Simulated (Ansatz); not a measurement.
# Localised basis functions on Be(0001)/Al(111) interface (148 atoms), part 2 of 3

Aim: test how closely localised support functions follow the reference on Be(0001)/Al(111) interface (148 atoms), and at what cost. A setting counts as converged where the r.m.s. difference of forces stays under 1 % of the r.m.s. force.

Ansatz 0.2.0; Kohn-Sham DFT, PBE, PAW (set soft_2), plane waves.

The cell: 100 Be and 48 Al. The host structure and its lattice constant were typed by rule, without a check against the phase diagram. Beside vacuum, support functions can miss their usual error bounds without a warning.

So far. Step 4 (Support functions low): Forces differ from the reference by 0.38 meV/Å r.m.s., 0.10 % of their size, well within a tolerance of 1 %; the energy by -0.37 meV/atom. Step 5 (Support functions high): Forces differ from the reference by 0.15 meV/Å r.m.s., 0.041 % of their size, well within a tolerance of 1 %; the energy by -0.35 meV/atom. It took 6.6 min and 19 cycles; the reference's time can't be set against it, since the two runs asked for unlike analyses.

## (6) Support functions medium, spacing 0.463 Å

The grid spacing sets how fine a wave the support functions can hold.

This step: Kohn-Sham DFT, PBE, PAW (set soft_2), localised support functions (medium) (Ansatz 0.2.0).

input.yaml

```yaml
crystal:
  lattice:
    - [11.4426, 0.0, 0.0]
    - [-5.7213, 9.90958, 0.0]
    - [0.0, 0.0, 24.14191]
  atoms:
    [... the 148 atom lines of step 2 ...]
kpoints:
  mp_grid: { grid: [2, 2, 1] }
hamiltonian:
  xc: pbe
scf:
  occupations: { method: cold, width: 0.15 }
  eigensolver: { kind: { support_functions: { accuracy: medium, spacing: 0.463 } } }
  mixing: { beta: 0.2 }
  max_iter: 150
output:
  forces: true
```

Command:

```bash
$ ansatz run input.yaml --threads 4 --pin off --max-ram 8192MiB --backend cpu --events-out ev --progress --plain --runs-dir out
```

Numbers of over 12 decimals in the logs are rounded to 6 here.

What it wrote:

```text
Warning: scf.eigensolver.kind.support_functions: disabling space-group detection — the functions' gradient is summed over unrotated k-points, so no spatial operation reduces the k-mesh or symmetrises the density; time reversal is kept, so that k and −k are solved as one point where they differ and the mesh holds both, and exact exchange and, on two spinor components, a DFT+U term hold to it where the run has them: [...]
settings of this run that can trade accuracy for cost: scf.eigensolver.kind.support_functions [...]
Engine: ansatz 0.2.0, aarch64-unknown-linux-gnu
Pseudopotentials: kind: paw
Pseudopotential: Be, paw, valence charge 2, recommended cutoff 420 eV (normal), Be.paw.azcp
Pseudopotential: Al, paw, valence charge 3, recommended cutoff 420 eV (normal), Al.paw.azcp
[... 5 lines on functional and potentials left out ...]
Crystal: 148 atoms, lattice volume = 2737.484 Å³
Basis set: ecut = 420 eV, 53475 PW (Γ), exchange–correlation on 160×160×324 points (8 copies of the dense FFT grid, shifted against one another)
Bands: 207, of which v1, the nominal top of the filled ones, is band 172 counted from 1 (171 counted from 0)
Symmetry: 1 space group operations
k-points: 4
[... 5 lines on functional and potentials left out ...]
Initial density: superposition of atomic densities (neutral atoms: chi_scale 0, normalization atom)
Initial wavefunctions: pseudopotential atomic-orbital guess
Functional: x = pbe(κ = 0.804, μ = 0.219515), c = pbe(β = 0.066725)
SCF iter   1: F=—  HF=-34996.582721 eV  |F-HF|=—  |Δ(HF+E_count)|=         —  Δρ=3.02e-2  dr2=1.16e3  ethr=1.00e-1
preconditioner: auto → LDOS  [metal: Δε(μ)=0.011 eV  Ē_g=5.778 eV  σ=0.150 eV  W_gap=0.05  n_scr=350 (ndim 8)  ℏωp=13.2 eV  f_vac=0.297  D(μ)=36.23/eV (n_scr^D=172)  β=0.2 kept]
SCF iter   2: F=—  HF=-35065.319674 eV  |F-HF|=—  |Δ(HF+E_count)|=    6.87e1  S|Δr|=    0.00e0  Δρ=2.13e-2  dr2=6.42e2  ethr=1.00e-1
SCF iter   3: F=—  HF=-35058.712574 eV  |F-HF|=—  |Δ(HF+E_count)|=    6.61e0  S|Δr|=    0.00e0  Δρ=1.64e-2  dr2=3.50e2  ethr=1.00e-1  κ⁻¹=1.0e0(r=1)
SCF iter   4: F=—  HF=-35052.578261 eV  |F-HF|=—  |Δ(HF+E_count)|=    6.13e0  S|Δr|=    0.00e0  Δρ=8.68e-3  dr2=3.85e1  ethr=1.00e-1  κ⁻¹=8.0e-5(r=2)
SCF iter   5: F=—  HF=-35051.571000 eV  |F-HF|=—  |Δ(HF+E_count)|=    1.01e0  S|Δr|=    0.00e0  Δρ=6.37e-3  dr2=2.56e1  ethr=1.12e-2  κ⁻¹=1.5e-4(r=3)
SCF iter   6: F=—  HF=-35051.173040 eV  |F-HF|=—  |Δ(HF+E_count)|=   3.98e-1  S|Δr|=    0.00e0  Δρ=4.41e-3  dr2=1.96e1  ethr=7.46e-3  κ⁻¹=9.2e-5(r=4)
SCF iter   7: F=—  HF=-35050.608978 eV  |F-HF|=—  |Δ(HF+E_count)|=   5.64e-1  S|Δr|=    0.00e0  Δρ=1.77e-3  dr2=4.74e-1  ethr=5.70e-3  κ⁻¹=1.7e-5(r=5)
```

Run time: 60 s. Hardware: 4 threads of Arm Neoverse V2, shared host; peak memory 3 GiB.

Residual by cycle:

cycle, log10 residual and a bar from the least value:
```
        1        3.1 ##############################
        2        2.8 ############################
        3        2.5 #########################
        4        1.6 #################
        5        1.4 ###############
        6        1.3 ##############
        7       -0.3
```

The run was cut off at its time limit.

After 7 cycles the residual stands at 0.47.

The session had allowed this step about 60 s.

## (7) Support functions medium, spacing 0.386 Å

The grid spacing sets how fine a wave the support functions can hold.

input.yaml, the sections that differ from step 6:

```yaml
scf:
  occupations: { method: cold, width: 0.15 }
  eigensolver: { kind: { support_functions: { accuracy: medium, spacing: 0.386 } } }
  mixing: { beta: 0.2 }
  max_iter: 150
# crystal, kpoints, hamiltonian, output: as in step 6
```

What it wrote:

```text
Warning: scf.eigensolver.kind.support_functions: disabling space-group detection — the functions' gradient is summed over unrotated k-points, so no spatial operation reduces the k-mesh or symmetrises the density; time reversal is kept, so that k and −k are solved as one point where they differ and the mesh holds both, and exact exchange and, on two spinor components, a DFT+U term hold to it where the run has them: [...]
settings of this run that can trade accuracy for cost: scf.eigensolver.kind.support_functions [...]
Engine: ansatz 0.2.0, aarch64-unknown-linux-gnu
Pseudopotentials: kind: paw
Pseudopotential: Be, paw, valence charge 2, recommended cutoff 420 eV (normal), Be.paw.azcp
Pseudopotential: Al, paw, valence charge 3, recommended cutoff 420 eV (normal), Al.paw.azcp
[... 5 lines on functional and potentials left out ...]
Crystal: 148 atoms, lattice volume = 2737.484 Å³
Basis set: ecut = 420 eV, 53475 PW (Γ), exchange–correlation on 160×160×324 points (8 copies of the dense FFT grid, shifted against one another)
Bands: 207, of which v1, the nominal top of the filled ones, is band 172 counted from 1 (171 counted from 0)
Symmetry: 1 space group operations
k-points: 4
[... 5 lines on functional and potentials left out ...]
Initial density: superposition of atomic densities (neutral atoms: chi_scale 0, normalization atom)
Initial wavefunctions: pseudopotential atomic-orbital guess
Functional: x = pbe(κ = 0.804, μ = 0.219515), c = pbe(β = 0.066725)
SCF iter   1: F=—  HF=-34999.564409 eV  |F-HF|=—  |Δ(HF+E_count)|=         —  Δρ=2.96e-2  dr2=1.13e3  ethr=1.00e-1
preconditioner: auto → LDOS  [metal: Δε(μ)=0.003 eV  Ē_g=5.744 eV  σ=0.150 eV  W_gap=0.01  n_scr=350 (ndim 8)  ℏωp=13.2 eV  f_vac=0.297  D(μ)=37.38/eV (n_scr^D=174)  β=0.2 kept]
SCF iter   2: F=—  HF=-35062.989900 eV  |F-HF|=—  |Δ(HF+E_count)|=    6.34e1  S|Δr|=    0.00e0  Δρ=2.14e-2  dr2=6.54e2  ethr=1.00e-1
SCF iter   3: F=—  HF=-35055.816827 eV  |F-HF|=—  |Δ(HF+E_count)|=    7.17e0  S|Δr|=    0.00e0  Δρ=1.64e-2  dr2=3.55e2  ethr=1.00e-1  κ⁻¹=1.0e0(r=1)
SCF iter   4: F=—  HF=-35049.691192 eV  |F-HF|=—  |Δ(HF+E_count)|=    6.13e0  S|Δr|=    0.00e0  Δρ=8.73e-3  dr2=4.29e1  ethr=1.00e-1  κ⁻¹=6.9e-5(r=2)
SCF iter   5: F=—  HF=-35048.603457 eV  |F-HF|=—  |Δ(HF+E_count)|=    1.09e0  S|Δr|=    0.00e0  Δρ=6.33e-3  dr2=2.61e1  ethr=1.25e-2  κ⁻¹=1.3e-4(r=3)
SCF iter   6: F=—  HF=-35048.104593 eV  |F-HF|=—  |Δ(HF+E_count)|=   4.99e-1  S|Δr|=    0.00e0  Δρ=4.03e-3  dr2=1.60e1  ethr=7.59e-3  κ⁻¹=8.7e-5(r=4)
SCF iter   7: F=—  HF=-35047.645740 eV  |F-HF|=—  |Δ(HF+E_count)|=   4.59e-1  S|Δr|=    0.00e0  Δρ=1.71e-3  dr2=2.73e-1  ethr=4.65e-3  κ⁻¹=1.5e-5(r=5)
SCF iter   8: F=—  HF=-35047.639423 eV  |F-HF|=—  |Δ(HF+E_count)|=   6.32e-3  S|Δr|=    0.00e0  Δρ=1.05e-3  dr2=4.17e-1  ethr=7.93e-5  κ⁻¹=6.0e-6(r=6)
SCF iter   9: F=—  HF=-35047.634492 eV  |F-HF|=—  |Δ(HF+E_count)|=   4.93e-3  S|Δr|=    0.00e0  Δρ=4.83e-4  dr2=1.53e-2  ethr=7.93e-5  κ⁻¹=4.3e-7(r=7)
```

Wall time 77 s (4 threads); peak memory 3 GiB.

Residual by cycle:

cycle, log10 residual and a bar from the least value:
```
        1        3.1 ##############################
        2        2.8 #############################
        3        2.6 ###########################
        4        1.6 #####################
        5        1.4 ####################
        6        1.2 ###################
        7       -0.6 ########
        8       -0.4 #########
        9       -1.8
```

The run was cut off at its time limit.

After 9 cycles the residual stands at 0.015.

The session had allowed this step about 77 s.

## (8) Support functions medium, spacing 0.334 Å

The grid spacing sets how fine a wave the support functions can hold.

input.yaml, the sections that differ from step 7:

```yaml
scf:
  occupations: { method: cold, width: 0.15 }
  eigensolver: { kind: { support_functions: { accuracy: medium, spacing: 0.334 } } }
  mixing: { beta: 0.2 }
  max_iter: 150
# crystal, kpoints, hamiltonian, output: as in step 7
```

What it wrote:

```text
Warning: scf.eigensolver.kind.support_functions: disabling space-group detection — the functions' gradient is summed over unrotated k-points, so no spatial operation reduces the k-mesh or symmetrises the density; time reversal is kept, so that k and −k are solved as one point where they differ and the mesh holds both, and exact exchange and, on two spinor components, a DFT+U term hold to it where the run has them: [...]
settings of this run that can trade accuracy for cost: scf.eigensolver.kind.support_functions [...]
Engine: ansatz 0.2.0, aarch64-unknown-linux-gnu
Pseudopotentials: kind: paw
Pseudopotential: Be, paw, valence charge 2, recommended cutoff 420 eV (normal), Be.paw.azcp
Pseudopotential: Al, paw, valence charge 3, recommended cutoff 420 eV (normal), Al.paw.azcp
[... 5 lines on functional and potentials left out ...]
Crystal: 148 atoms, lattice volume = 2737.484 Å³
Basis set: ecut = 420 eV, 53475 PW (Γ), exchange–correlation on 160×160×324 points (8 copies of the dense FFT grid, shifted against one another)
Bands: 207, of which v1, the nominal top of the filled ones, is band 172 counted from 1 (171 counted from 0)
Symmetry: 1 space group operations
k-points: 4
[... 5 lines on functional and potentials left out ...]
Initial density: superposition of atomic densities (neutral atoms: chi_scale 0, normalization atom)
Initial wavefunctions: pseudopotential atomic-orbital guess
Functional: x = pbe(κ = 0.804, μ = 0.219515), c = pbe(β = 0.066725)
SCF iter   1: F=—  HF=-35009.753564 eV  |F-HF|=—  |Δ(HF+E_count)|=         —  Δρ=2.91e-2  dr2=1.11e3  ethr=1.00e-1
preconditioner: auto → LDOS  [metal: Δε(μ)=0.002 eV  Ē_g=5.736 eV  σ=0.150 eV  W_gap=0.01  n_scr=350 (ndim 8)  ℏωp=13.2 eV  f_vac=0.297  D(μ)=37.14/eV (n_scr^D=174)  β=0.2 kept]
SCF iter   2: F=—  HF=-35063.089365 eV  |F-HF|=—  |Δ(HF+E_count)|=    5.33e1  S|Δr|=    0.00e0  Δρ=2.14e-2  dr2=6.55e2  ethr=1.00e-1
SCF iter   3: F=—  HF=-35055.656016 eV  |F-HF|=—  |Δ(HF+E_count)|=    7.43e0  S|Δr|=    0.00e0  Δρ=1.65e-2  dr2=3.64e2  ethr=1.00e-1  κ⁻¹=1.0e0(r=1)
SCF iter   4: F=—  HF=-35049.160228 eV  |F-HF|=—  |Δ(HF+E_count)|=    6.50e0  S|Δr|=    0.00e0  Δρ=8.77e-3  dr2=4.40e1  ethr=1.00e-1  κ⁻¹=6.5e-5(r=2)
SCF iter   5: F=—  HF=-35048.070099 eV  |F-HF|=—  |Δ(HF+E_count)|=    1.09e0  S|Δr|=    0.00e0  Δρ=6.43e-3  dr2=2.83e1  ethr=1.28e-2  κ⁻¹=1.2e-4(r=3)
SCF iter   6: F=—  HF=-35047.519745 eV  |F-HF|=—  |Δ(HF+E_count)|=   5.50e-1  S|Δr|=    0.00e0  Δρ=4.07e-3  dr2=1.65e1  ethr=8.21e-3  κ⁻¹=8.2e-5(r=4)
SCF iter   7: F=—  HF=-35047.036786 eV  |F-HF|=—  |Δ(HF+E_count)|=   4.83e-1  S|Δr|=    0.00e0  Δρ=1.71e-3  dr2=2.72e-1  ethr=4.81e-3  κ⁻¹=1.4e-5(r=5)
SCF iter   8: F=—  HF=-35047.025741 eV  |F-HF|=—  |Δ(HF+E_count)|=   1.10e-2  S|Δr|=    0.00e0  Δρ=1.03e-3  dr2=3.10e-1  ethr=7.89e-5  κ⁻¹=5.9e-6(r=6)
SCF iter   9: F=—  HF=-35047.021808 eV  |F-HF|=—  |Δ(HF+E_count)|=   3.93e-3  S|Δr|=    0.00e0  Δρ=4.71e-4  dr2=2.91e-2  ethr=7.89e-5  κ⁻¹=4.3e-7(r=7)
SCF iter  10: F=—  HF=-35047.026888 eV  |F-HF|=—  |Δ(HF+E_count)|=   5.08e-3  S|Δr|=    0.00e0  Δρ=1.74e-4  dr2=3.33e-3  ethr=8.47e-6  κ⁻¹=1.0e-7(r=7)
SCF iter  11: F=—  HF=-35047.030529 eV  |F-HF|=—  |Δ(HF+E_count)|=   3.64e-3  S|Δr|=    0.00e0  Δρ=8.89e-5  dr2=5.81e-4  ethr=9.69e-7  κ⁻¹=1.9e-7(r=7)
SCF iter  12: F=—  HF=-35047.033449 eV  |F-HF|=—  |Δ(HF+E_count)|=   2.92e-3  S|Δr|=    0.00e0  Δρ=3.95e-5  dr2=1.35e-4  ethr=1.69e-7  κ⁻¹=4.9e-8(r=7)
SCF iter  13: F=—  HF=-35047.035870 eV  |F-HF|=—  |Δ(HF+E_count)|=   2.42e-3  S|Δr|=    0.00e0  Δρ=2.14e-5  dr2=2.04e-5  ethr=3.92e-8  κ⁻¹=3.4e-8(r=7)
SCF iter  14: F=—  HF=-35047.037912 eV  |F-HF|=—  |Δ(HF+E_count)|=   2.04e-3  S|Δr|=    0.00e0  Δρ=9.84e-6  dr2=5.57e-6  ethr=5.93e-9  κ⁻¹=4.7e-7(r=7)
```

It took 1.9 min on 4 threads; peak memory 3.2 GiB.

Residual by cycle:

cycle, log10 residual and a bar from the least value:
```
        1        3.0 ##############################
        2        2.8 #############################
        3        2.6 ############################
        5        1.5 ########################
        6        1.2 #######################
        7       -0.6 #################
        8       -0.5 #################
        9       -1.5 #############
       10       -2.5 ##########
       12       -3.9 #####
       13       -4.7 ##
       14       -5.3
```

The run was cut off at its time limit.

After 14 cycles the residual stands at 5.6e-6.

The session had allowed this step about 1.9 min.

## (9) Support functions medium, spacing 0.296 Å

The grid spacing sets how fine a wave the support functions can hold.

input.yaml, the sections that differ from step 8:

```yaml
scf:
  occupations: { method: cold, width: 0.15 }
  eigensolver: { kind: { support_functions: { accuracy: medium, spacing: 0.296 } } }
  mixing: { beta: 0.2 }
  max_iter: 150
# crystal, kpoints, hamiltonian, output: as in step 8
```

What it wrote:

```text
[...]
Crystal: 148 atoms, lattice volume = 2737.484 Å³
Basis set: ecut = 420 eV, 53475 PW (Γ), exchange–correlation on 160×160×324 points (8 copies of the dense FFT grid, shifted against one another)
Bands: 207, of which v1, the nominal top of the filled ones, is band 172 counted from 1 (171 counted from 0)
Symmetry: 1 space group operations
k-points: 4
[...]
SCF iter   1: F=—  HF=-35016.098249 eV  |F-HF|=—  |Δ(HF+E_count)|=         —  Δρ=2.91e-2  dr2=1.12e3  ethr=1.00e-1
[...]
SCF iter  14: F=—  HF=-35047.005937 eV  |F-HF|=—  |Δ(HF+E_count)|=   1.88e-3  S|Δr|=    0.00e0  Δρ=9.73e-6  dr2=5.09e-6  ethr=5.87e-9  κ⁻¹=4.5e-7(r=7)
SCF iter  15: F=-35047.005939 eV  HF=-35047.005939 eV  |F-HF|=1.67e-7  |Δ(HF+E_count)|=   2.11e-6  S|Δr|=    0.00e0  Δρ=4.46e-6  dr2=9.45e-7  ethr=1.48e-9
SCF 1 converged in 15 iterations: F = -35047.042224 eV  dr2 = 9.45e-7
[...]
SCF converged after 15 iterations
[...]
Free energy (F): -35047.042224 eV
[...]
Internal energy: -35047.199957 eV  (E = F + TS)
E sigma→0 (E₀):  -35047.094802 eV
Entropy (-TS):   0.157733 eV (1.066 meV/atom)
Fermi energy:    2.586294 eV
[...]
Σ components = -35047.042224   (vs F -35047.042224, Δ=0.00e0)
--- Forces (eV/Å), atoms counted from 1 ---
  atom   1  Be    -0.23051748     0.06350394    -0.27188547
  atom   2  Be    -0.08477692     0.30390789     0.03478324
  atom   3  Be    -0.10057355    -0.05395590     0.17741121
  atom   4  Be     0.26722434     0.01638350     0.03304318
[...]
atom 148  Al    -0.04410620     0.01396864     0.11100872
  max |Σ_I F_I| component: 2.82e-2 eV/Å
--- Band table (eV) ---
[...]
```

Run time: 2.8 min. Hardware: 4 threads; peak memory 4.1 GiB.

The program notes that the grid leaves an egg-box force.

Keys that differ from the reference: support_functions.accuracy = "medium", support_functions.spacing = 0.296, scf.max_iter = 150 and scf.mixing.beta = 0.2.

Forces differ from the reference by 0.35 meV/Å r.m.s., 0.093 % of their size, well within a tolerance of 1 %; the energy by -0.43 meV/atom.

## (10) Support functions medium, spacing 0.231 Å

The grid spacing sets how fine a wave the support functions can hold.

input.yaml, the sections that differ from step 9:

```yaml
scf:
  occupations: { method: cold, width: 0.15 }
  eigensolver: { kind: { support_functions: { accuracy: medium, spacing: 0.231 } } }
  mixing: { beta: 0.2 }
  max_iter: 150
# crystal, kpoints, hamiltonian, output: as in step 9
```

What it wrote:

```text
[...]
Crystal: 148 atoms, lattice volume = 2737.484 Å³
Basis set: ecut = 420 eV, 53475 PW (Γ), exchange–correlation on 160×160×324 points (8 copies of the dense FFT grid, shifted against one another)
Bands: 207, of which v1, the nominal top of the filled ones, is band 172 counted from 1 (171 counted from 0)
Symmetry: 1 space group operations
k-points: 4
[...]
SCF iter   1: F=—  HF=-35018.956612 eV  |F-HF|=—  |Δ(HF+E_count)|=         —  Δρ=2.91e-2  dr2=1.12e3  ethr=1.00e-1
[...]
SCF iter  14: F=—  HF=-35046.989495 eV  |F-HF|=—  |Δ(HF+E_count)|=   1.96e-3  S|Δr|=    0.00e0  Δρ=1.14e-5  dr2=1.12e-5  ethr=5.52e-9  κ⁻¹=1.8e-6(r=7)
SCF iter  15: F=-35046.989498 eV  HF=-35046.989498 eV  |F-HF|=2.70e-7  |Δ(HF+E_count)|=   3.07e-6  S|Δr|=    0.00e0  Δρ=4.28e-6  dr2=8.93e-7  ethr=3.26e-9
SCF 1 converged in 15 iterations: F = -35047.027961 eV  dr2 = 8.93e-7
[...]
SCF converged after 15 iterations
[...]
Free energy (F): -35047.027961 eV
[...]
Internal energy: -35047.185729 eV  (E = F + TS)
E sigma→0 (E₀):  -35047.080551 eV
Entropy (-TS):   0.157768 eV (1.066 meV/atom)
Fermi energy:    2.586352 eV
[...]
Σ components = -35047.027961   (vs F -35047.027961, Δ=0.00e0)
--- Forces (eV/Å), atoms counted from 1 ---
  atom   1  Be    -0.23041438     0.06344991    -0.27200248
  atom   2  Be    -0.08473731     0.30392872     0.03471934
  atom   3  Be    -0.10068122    -0.05372678     0.17740244
  atom   4  Be     0.26699101     0.01647734     0.03317545
[...]
atom 148  Al    -0.04392059     0.01400505     0.11083830
  max |Σ_I F_I| component: 2.13e-2 eV/Å
--- Band table (eV) ---
[...]
```

It took 3.3 min on 4 threads; peak memory 4.6 GiB.

Keys that differ from the reference: support_functions.accuracy = "medium", support_functions.spacing = 0.231, scf.max_iter = 150 and scf.mixing.beta = 0.2.

Forces differ from the reference by 0.23 meV/Å r.m.s., 0.061 % of their size, well within a tolerance of 1 %; the energy by -0.34 meV/atom.

## (11) Support functions medium, spacing 0.206 Å

The grid spacing sets how fine a wave the support functions can hold.

input.yaml, the sections that differ from step 10:

```yaml
scf:
  occupations: { method: cold, width: 0.15 }
  eigensolver: { kind: { support_functions: { accuracy: medium, spacing: 0.206 } } }
  mixing: { beta: 0.2 }
  max_iter: 150
# crystal, kpoints, hamiltonian, output: as in step 10
```

What it wrote:

```text
[...]
Crystal: 148 atoms, lattice volume = 2737.484 Å³
Basis set: ecut = 420 eV, 53475 PW (Γ), exchange–correlation on 160×160×324 points (8 copies of the dense FFT grid, shifted against one another)
Bands: 207, of which v1, the nominal top of the filled ones, is band 172 counted from 1 (171 counted from 0)
Symmetry: 1 space group operations
k-points: 4
[...]
SCF iter   1: F=—  HF=-35020.750732 eV  |F-HF|=—  |Δ(HF+E_count)|=         —  Δρ=2.90e-2  dr2=1.12e3  ethr=1.00e-1
[...]
SCF iter  14: F=—  HF=-35046.993496 eV  |F-HF|=—  |Δ(HF+E_count)|=   1.78e-3  S|Δr|=    0.00e0  Δρ=1.06e-5  dr2=1.03e-5  ethr=5.17e-9  κ⁻¹=2.5e-6(r=7)
SCF iter  15: F=-35046.993499 eV  HF=-35046.993499 eV  |F-HF|=2.19e-7  |Δ(HF+E_count)|=   2.58e-6  S|Δr|=    0.00e0  Δρ=4.08e-6  dr2=7.90e-7  ethr=3.00e-9
SCF 1 converged in 15 iterations: F = -35047.029233 eV  dr2 = 7.90e-7
[...]
SCF converged after 15 iterations
[...]
Free energy (F): -35047.029233 eV
[...]
Internal energy: -35047.186935 eV  (E = F + TS)
E sigma→0 (E₀):  -35047.081800 eV
Entropy (-TS):   0.157701 eV (1.066 meV/atom)
Fermi energy:    2.586317 eV
[...]
Σ components = -35047.029233   (vs F -35047.029233, Δ=0.00e0)
--- Forces (eV/Å), atoms counted from 1 ---
  atom   1  Be    -0.23041441     0.06348321    -0.27195189
  atom   2  Be    -0.08480212     0.30394072     0.03476749
  atom   3  Be    -0.10048677    -0.05385010     0.17736569
  atom   4  Be     0.26713731     0.01650288     0.03337966
[...]
atom 148  Al    -0.04386435     0.01384143     0.11079775
  max |Σ_I F_I| component: 6.62e-3 eV/Å
--- Band table (eV) ---
[...]
```

Run time: 3.4 min. Hardware: 4 threads; peak memory 4.8 GiB; 14 min of CPU time.

Keys that differ from the reference: support_functions.accuracy = "medium", support_functions.spacing = 0.206, scf.max_iter = 150 and scf.mixing.beta = 0.2.

Forces differ from the reference by 0.24 meV/Å r.m.s., 0.062 % of their size, well within a tolerance of 1 %; the energy by -0.35 meV/atom.

[end of part 2 of 3]

[Logs are printed without paths, hosts, clocks, repeated set-up lines and the standing remarks that a program may print on its own settings, such as how far it seeks lower states.]

[Hosts, paths, dates, database ids (printed as entryN), source tags and the programs' standing remarks are cut or masked in the printed files.]
